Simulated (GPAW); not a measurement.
# Al5Fe11 (bcc Fe11Al5): moments or none

Aim: find out whether Al5Fe11 (bcc Fe11Al5) carries moments when they start parallel, and what they gain.

Program: GPAW 26.7.0. Level of theory: PBE; plane waves with GPAW's PAW setups, scalar-relativistic. Results are calculated unless marked as measured.

### 1. Set-up

The structure is tetragonal, space group P4/mmm (No. 123). Conventional cell: a = 5.966 Å, b = 5.966 Å, c = 5.966 Å, α = 90.00°, β = 90.00°, γ = 90.00°. Al has 8 Fe at 2.58 Å nearest. Fe has 5 Al at 2.58 Å and 3 Fe at 2.58 Å nearest. Nearest to Al lie 8 Fe at 2.58 Å. Fe has 8 Fe at 2.58 Å nearest. Nearest to Fe lie 8 Fe at 2.58 Å. ordered model alloy on an ideal lattice, lattice constant by linear interpolation, atoms not relaxed. Farther neighbours are not listed.

Structure file:

```cif
data_structure
_symmetry_space_group_name_H-M 'P 1'
_symmetry_Int_Tables_number 1
_cell_length_a 5.9657
_cell_length_b 5.9657
_cell_length_c 5.9657
_cell_angle_alpha 90.000
_cell_angle_beta 90.000
_cell_angle_gamma 90.000
_cell_volume 212.32
loop_
_atom_site_label
_atom_site_type_symbol
_atom_site_fract_x
_atom_site_fract_y
_atom_site_fract_z
_atom_site_occupancy
Al1 Al 0.00000 0.00000 0.00000 1
Fe2 Fe 0.25000 0.25000 0.25000 1
Al3 Al 0.00000 0.00000 0.50000 1
Fe4 Fe 0.25000 0.25000 0.75000 1
Al5 Al 0.00000 0.50000 0.00000 1
Fe6 Fe 0.25000 0.75000 0.25000 1
Fe7 Fe 0.00000 0.50000 0.50000 1
Fe8 Fe 0.25000 0.75000 0.75000 1
Fe9 Fe 0.50000 0.00000 0.00000 1
Fe10 Fe 0.75000 0.25000 0.25000 1
Fe11 Fe 0.50000 0.00000 0.50000 1
Fe12 Fe 0.75000 0.25000 0.75000 1
Al13 Al 0.50000 0.50000 0.00000 1
Fe14 Fe 0.75000 0.75000 0.25000 1
Al15 Al 0.50000 0.50000 0.50000 1
Fe16 Fe 0.75000 0.75000 0.75000 1
```

The cell is a made-up one and need not be a known phase.

### 2. Order 1, typed as ferro +++++++++++

The parallel start comes first: it fits the smallest cell, keeps the most symmetry and shows whether parallel moments form.

Input file order1.py:

```python
import json
import numpy as np
from ase import Atoms
from ase.parallel import paropen, parprint
from gpaw import GPAW

atoms = Atoms(['Al', 'Fe', 'Al', 'Fe', 'Al', 'Fe', 'Fe', 'Fe', 'Fe', 'Fe', 'Fe', 'Fe', 'Al', 'Fe', 'Al', 'Fe'],
    cell=[[5.96575, 0.0, 0.0],
         [0.0, 5.96575, 0.0],
         [0.0, 0.0, 5.96575]],
    scaled_positions=[[0.0, 0.0, 0.0],
         [0.25, 0.25, 0.25],
         [0.0, 0.0, 0.5],
         [0.25, 0.25, 0.75],
         [0.0, 0.5, 0.0],
         [0.25, 0.75, 0.25],
         [0.0, 0.5, 0.5],
         [0.25, 0.75, 0.75],
         [0.5, 0.0, 0.0],
         [0.75, 0.25, 0.25],
         [0.5, 0.0, 0.5],
         [0.75, 0.25, 0.75],
         [0.5, 0.5, 0.0],
         [0.75, 0.75, 0.25],
         [0.5, 0.5, 0.5],
         [0.75, 0.75, 0.75]],
    pbc=True,
    magmoms=[0.0, 2.4, 0.0, 2.4, 0.0, 2.4, 2.4, 2.4, 2.4, 2.4, 2.4, 2.4, 0.0, 2.4, 0.0, 2.4])
atoms.calc = GPAW(mode={'name': 'pw', 'ecut': 450},
    xc='PBE',
    kpts={'size': (7, 7, 7), 'gamma': True},
    occupations={'name': 'fermi-dirac', 'width': 0.05},
    convergence={'density': 1e-05, 'energy': 1e-05},
    maxiter=200,
    mixer={'name': 'pulay', 'beta': 0.04, 'nmaxold': 8, 'weight': 100},
    symmetry={'tolerance': 1e-4},
    txt='order1.txt')
e = atoms.get_potential_energy(force_consistent=True)
res = {'free_energy': e, 'energy_sigma0': atoms.get_potential_energy(), 'fermi_energy': atoms.calc.get_fermi_level()}
res['moments'] = atoms.get_magnetic_moments().tolist()
res['total'] = atoms.get_magnetic_moment()
parprint('site moments (muB):', np.round(res['moments'], 3))
parprint(f"total moment: {res['total']:.3f} muB")
parprint(f'free energy: {e:.6f} eV')
atoms.calc.write('order1.gpw')
with paropen('results.json', 'w') as f:
    json.dump(res, f)
```

Started as:

```
OMP_NUM_THREADS=1 mpirun -n 4 gpaw python order1.py > order1.log
```

Numbers of over 12 decimals in the logs are rounded to 6 here.

Output:

```text
site moments (muB): [-0.082  2.196 -0.082  2.196 -0.068  2.196  2.462  2.196  2.554  2.196
  2.656  2.196 -0.082  2.196 -0.082  2.196]
total moment: 24.430 muB
free energy: -119.731953 eV

--- order1.txt ---
Input parameters:
  mode=PW(ecut=450),
  convergence={'density': 1e-05, 'energy': 1e-05},
  kpts=MonkhorstPack(size=(7, 7, 7), gamma=True),
  maxiter=200,
  mixer=Pulay(name='pulay', nmaxold=8, beta=0.04, weight=100, sigma=0.015, g_ss=None),
  occupations=Occupations(name='fermi-dirac', width=0.05),
  symmetry=Symmetry(tolerance=0.0001),
  xc=XC(name='PBE')

Diagonalizing LCAO Hamiltonian
Converting LCAO to pw mode
     .--------------.
    /|              |
   / |              |
  /  |  Fe     Fe   |
 *   |              |
 | Fe|Fe   AlFe     |
 |   |  Fe     Fe   |
 Al  .---Fe---------.
 |  / Fe     Fe    /
 | /l      Al     /
 |/              /
 Al------Fe-----*

Atoms  # Å, Bohr magnetons
|    | symbol |        x |        y |        z |    initial magnetic moments |
|----|--------|----------|----------|----------|-----------------------------|
|  0 |     Al | 0.000000 | 0.000000 | 0.000000 | ( 0.0000,  0.0000,  0.0000) |
|  1 |     Fe | 1.491437 | 1.491437 | 1.491437 | ( 0.0000,  0.0000,  2.4000) |
|  2 |     Al | 0.000000 | 0.000000 | 2.982875 | ( 0.0000,  0.0000,  0.0000) |
|  3 |     Fe | 1.491437 | 1.491437 | 4.474312 | ( 0.0000,  0.0000,  2.4000) |
|  4 |     Al | 0.000000 | 2.982875 | 0.000000 | ( 0.0000,  0.0000,  0.0000) |
|  5 |     Fe | 1.491437 | 4.474312 | 1.491437 | ( 0.0000,  0.0000,  2.4000) |
|  6 |     Fe | 0.000000 | 2.982875 | 2.982875 | ( 0.0000,  0.0000,  2.4000) |
|  7 |     Fe | 1.491437 | 4.474312 | 4.474312 | ( 0.0000,  0.0000,  2.4000) |
|  8 |     Fe | 2.982875 | 0.000000 | 0.000000 | ( 0.0000,  0.0000,  2.4000) |
|  9 |     Fe | 4.474312 | 1.491437 | 1.491437 | ( 0.0000,  0.0000,  2.4000) |
| 10 |     Fe | 2.982875 | 0.000000 | 2.982875 | ( 0.0000,  0.0000,  2.4000) |
| 11 |     Fe | 4.474312 | 1.491437 | 4.474312 | ( 0.0000,  0.0000,  2.4000) |
| 12 |     Al | 2.982875 | 2.982875 | 0.000000 | ( 0.0000,  0.0000,  0.0000) |
| 13 |     Fe | 4.474312 | 4.474312 | 1.491437 | ( 0.0000,  0.0000,  2.4000) |
| 14 |     Al | 2.982875 | 2.982875 | 2.982875 | ( 0.0000,  0.0000,  0.0000) |
| 15 |     Fe | 4.474312 | 4.474312 | 4.474312 | ( 0.0000,  0.0000,  2.4000) |

Unit cell  # Å
| periodic |        x |        y |        z |  lengths |    angles |
|----------|----------|----------|----------|----------|-----------|
|      yes | 5.965750 | 0.000000 | 0.000000 | 5.965750 | 90.000000 |
|      yes | 0.000000 | 5.965750 | 0.000000 | 5.965750 | 90.000000 |
|      yes | 0.000000 | 0.000000 | 5.965750 | 5.965750 | 90.000000 |

Number of symmetries: 8

BZ-sampling:
  Number of BZ points: 343
  Number of IBZ points: 64

  Monkhorst-Pack size: [7, 7, 7]
  Monkhorst-Pack shift: [0, 0, 0]

K-points  # in reciprocal-cell coordinates
|     |                                coordinates |     weight |
|-----|--------------------------------------------|------------|
|   0 | (  0.00000000,   0.00000000,   0.00000000) | 0.00291545 |
|   1 | (  0.00000000,   0.00000000,   0.14285714) | 0.00583090 |
|   2 | (  0.00000000,   0.00000000,   0.28571429) | 0.00583090 |
|   3 | (  0.00000000,   0.00000000,   0.42857143) | 0.00583090 |
|   4 | (  0.00000000,   0.14285714,   0.00000000) | 0.00583090 |
|   5 | (  0.00000000,   0.14285714,   0.14285714) | 0.01166181 |
|   6 | (  0.00000000,   0.14285714,   0.28571429) | 0.01166181 |
|   7 | (  0.00000000,   0.14285714,   0.42857143) | 0.01166181 |
|   8 | (  0.00000000,   0.28571429,   0.00000000) | 0.00583090 |
|   9 | (  0.00000000,   0.28571429,   0.14285714) | 0.01166181 |
| ... |                                            |            |
|  63 | (  0.42857143,   0.42857143,   0.42857143) | 0.02332362 |

Plane wave coefficients: 4629
Cutoff: 450.000000 eV

Spin-components: 2 (collinear spins)
Bands:           82
Projectors:      91
Spin-degeneracy: 1
Datatype:        complex128

Parallelization:
  kpt:    4
  domain: 1
  band:   1

Density:
  Valence electrons: 103.0
  Components: 2
  Grid points: [30 30 30]
  Charge: 0.0  # |e|

Potential:
  Grid points: [30 30 30]

species:
  Al:
    name:    Aluminium
    Z:       13.0
    valence: 3
    core:    10
    charge:  0.0  # [|e|]
    compensation charges:
      type: gauss
      rc: 0.34  # [Å]
      lmax: 2
    cutoffs:
      filter: 1.91  # [Å]
      core: 2.36  # [Å]
    projectors
    | kind |    occ | energy [eV] | rcut [Å] |
    |------|--------|-------------|----------|
    |   3s |  2.000 |      -7.753 |    1.085 |
    |   3p |  1.000 |      -2.712 |    1.085 |
    |    s |        |      19.459 |    1.085 |
    |    p |        |      24.499 |    1.085 |
    |    d |        |       0.000 |    1.085 |

    Using partial waves for Al as LCAO basis

  Fe:
    name:    Iron
    Z:       26.0
    valence: 8
    core:    18
    charge:  0.0  # [|e|]
    compensation charges:
      type: gauss
      rc: 0.33  # [Å]
      lmax: 2
    cutoffs:
      filter: 2.06  # [Å]
      core: 2.67  # [Å]
    projectors
    | kind |    occ | energy [eV] | rcut [Å] |
    |------|--------|-------------|----------|
    |   4s |  2.000 |      -5.291 |    1.164 |
    |   4p |  0.000 |      -1.326 |    1.058 |
    |   3d |  6.000 |      -7.505 |    1.058 |
    |    s |        |      21.920 |    1.164 |
    |    p |        |      25.885 |    1.058 |
    |    d |        |      19.706 |    1.058 |

    Using partial waves for Fe as LCAO basis

Reference energy: -413831.116924  # eV

eigensolver:
  PPCG
  Converge bands: occupied
  niter=2

density mixing:
  Pulay-Mixer
  Linear mixing parameters: 0.04
  Old densities: 8
  Fourier metric: weight=100, sigma=0.015

occupation numbers:
  Fermi-Dirac:
    width: 0.0500  # eV

poisson solver:
  ecut: 3600.000000  # eV

xc functional:
  name: PBE with 2 nearest neighbor stencil

convergence criteria:
- Maximum integral of absolute [dens]ity change: 1e-05 electrons / valence electron
- Maximum [total energy] change in last 3 cyles: 1e-05 eV / valence electron
- Maximum integral of absolute [eigenst]ate change: 4e-08 eV^2 / valence electron
maximum number of iterations: 200

SCF iterations
|iter     |      energy | eigst |  dens |  magmom |
|---------|-------------|-------|-------|---------|
|iter:   1|       0s | -118.431409 | +0.47 |       | +26.4744|
|iter:   2|      27s | -118.770546 | -1.09 | -1.07 | +26.3812|
|iter:   3|      54s | -118.797167 | -2.05 | -1.12 | +26.2468|
|iter:   4|      81s | -119.137716 | -1.57 | -1.15 | +25.3828|
|iter:   5|     108s | -119.182182 | -2.66 | -1.35 | +25.3121|
|iter:   6|     136s | -119.549081 | -2.07 | -1.37 | +24.6672|
|iter:   7|     163s | -119.523046 | -3.24 | -1.58 | +24.7183|
|iter:   8|     190s | -119.579520 | -3.08 | -1.58 | +24.5310|
|iter:   9|     218s | -119.612312 | -2.76 | -1.70 | +24.4274|
|iter:  10|     245s | -119.635040 | -3.42 | -1.88 | +24.3061|
[... 22 iterations left out ...]
|iter:  33|     805s | -119.659680c| -7.63c| -4.35 | +24.4326|
|iter:  34|     818s | -119.659683c| -7.71c| -4.44 | +24.4330|
|iter:  35|     838s | -119.659673c| -7.55c| -4.46 | +24.4318|
|iter:  36|     850s | -119.659669c| -7.88c| -4.64 | +24.4314|
|iter:  37|     863s | -119.659669c| -8.49c| -4.65 | +24.4312|
|iter:  38|     876s | -119.659664c| -8.10c| -4.69 | +24.4301|
|iter:  39|     888s | -119.659665c| -8.29c| -4.94 | +24.4302|
|iter:  40|     901s | -119.659664c| -9.20c| -4.99 | +24.4301|
|iter:  41|     914s | -119.659664c| -9.22c| -5.00 | +24.4300|
|iter:  42|     926s | -119.659663c| -9.43c| -5.04c| +24.4298|

Converged in 42 steps
Energy contributions relative to reference atoms: (reference = -413831.116924)

Energy contributions:
  Kinetic:          73.957388
  Coulomb:         -55.835322
  Zero:              1.492986
  External:          0.000000
  Xc:             -139.202426
  Entropy:          -0.144580
  Spinorbit:         0.000000
  ----------------------------
  Free energy:    -119.731953
  Extrapolated:   -119.659663

dipole moment: (-45.180743, -49.561902, -45.184031)  # |e|*Ang

Total magnetic moment: (0.000000, 0.000000, 24.429803)

Local magnetic moments
|        x |        y |         z |
|----------|----------|-----------|
| 0.000000 | 0.000000 | -0.082119 |  # Al   0
| 0.000000 | 0.000000 |  2.195852 |  # Fe   1
| 0.000000 | 0.000000 | -0.082308 |  # Al   2
| 0.000000 | 0.000000 |  2.195852 |  # Fe   3
| 0.000000 | 0.000000 | -0.068475 |  # Al   4
| 0.000000 | 0.000000 |  2.195852 |  # Fe   5
| 0.000000 | 0.000000 |  2.461838 |  # Fe   6
| 0.000000 | 0.000000 |  2.195852 |  # Fe   7
| 0.000000 | 0.000000 |  2.554267 |  # Fe   8
| 0.000000 | 0.000000 |  2.195852 |  # Fe   9
| 0.000000 | 0.000000 |  2.655577 |  # Fe  10
| 0.000000 | 0.000000 |  2.195852 |  # Fe  11
| 0.000000 | 0.000000 | -0.082119 |  # Al  12
| 0.000000 | 0.000000 |  2.195852 |  # Fe  13
| 0.000000 | 0.000000 | -0.082308 |  # Al  14
| 0.000000 | 0.000000 |  2.195852 |  # Fe  15

Fermi level: 8.517
Eigenvalues  # (at kpt = [0.000, 0.000, 0.000])
| band index |      eig [eV] | occ [0-1] |      eig [eV] | occ [0-1] |
|------------|---------------|-----------|---------------|-----------|
|          0 |        -1.031 |     1.000 |        -1.037 |     1.000 |
|        ... |               |           |               |           |
|         47 |         7.109 |     1.000 |         9.251 |     0.000 |
|         48 |         7.137 |     1.000 |         9.287 |     0.000 |
|         49 |         7.233 |     1.000 |         9.412 |     0.000 |
|         50 |         7.233 |     1.000 |         9.501 |     0.000 |
|         51 |         7.269 |     1.000 |         9.717 |     0.000 |
|         52 |         7.309 |     1.000 |         9.717 |     0.000 |
|         53 |         7.390 |     1.000 |         9.733 |     0.000 |
|         54 |         7.426 |     1.000 |         9.904 |     0.000 |
|         55 |         7.426 |     1.000 |         9.912 |     0.000 |
|         56 |         7.530 |     1.000 |         9.912 |     0.000 |
|         57 |         7.530 |     1.000 |         9.949 |     0.000 |
|         58 |         7.544 |     1.000 |         9.959 |     0.000 |
|         59 |         7.545 |     1.000 |        10.033 |     0.000 |
|         60 |         7.579 |     1.000 |        10.065 |     0.000 |
|         61 |         7.867 |     1.000 |        10.196 |     0.000 |
|        ... |               |           |               |           |
|         81 |        14.831 |     0.000 |        15.122 |     0.000 |

No gap
No difference between direct/indirect transitions
```

It took 16 min on 4 MPI ranks of Arm Neoverse V1, shared host; peak memory 1.8 GiB; 65 min of CPU time.

Spin moment in the augmentation sphere by atom:

| atom | spin moment in the augmentation sphere (μB) |
| --- | --- |
| Al1 | -0.08 |
| Fe2 | 2.20 |
| Al3 | -0.08 |
| Fe4 | 2.20 |
| Al5 | -0.07 |
| Fe6 | 2.20 |
| Fe7 | 2.46 |
| Fe8 | 2.20 |
| Fe9 | 2.55 |
| Fe10 | 2.20 |
| Fe11 | 2.66 |
| Fe12 | 2.20 |
| Al13 | -0.08 |
| Fe14 | 2.20 |
| Al15 | -0.08 |
| Fe16 | 2.20 |

This step gave:

```
magnetization : 24.43 μB
final state   : ferromagnetic
```

After 42 cycles the largest moment stands at 2.66 μB.

(Continued in part 2 of 2.)

[Logs and program files are shortened in this print: banners, set-up blocks, solver, clock and traceback lines can be left out without a mark of their own.]

[Logs are printed without paths, hosts, clocks, repeated set-up lines and the standing remarks that a program may print on its own settings, such as how far it seeks lower states.]

[Hosts, paths, dates, database ids (printed as entryN), source tags and the programs' standing remarks are cut or masked in the printed files.]

[Where a cell is said to come from a database of computed structures, the database is the Materials Project.]
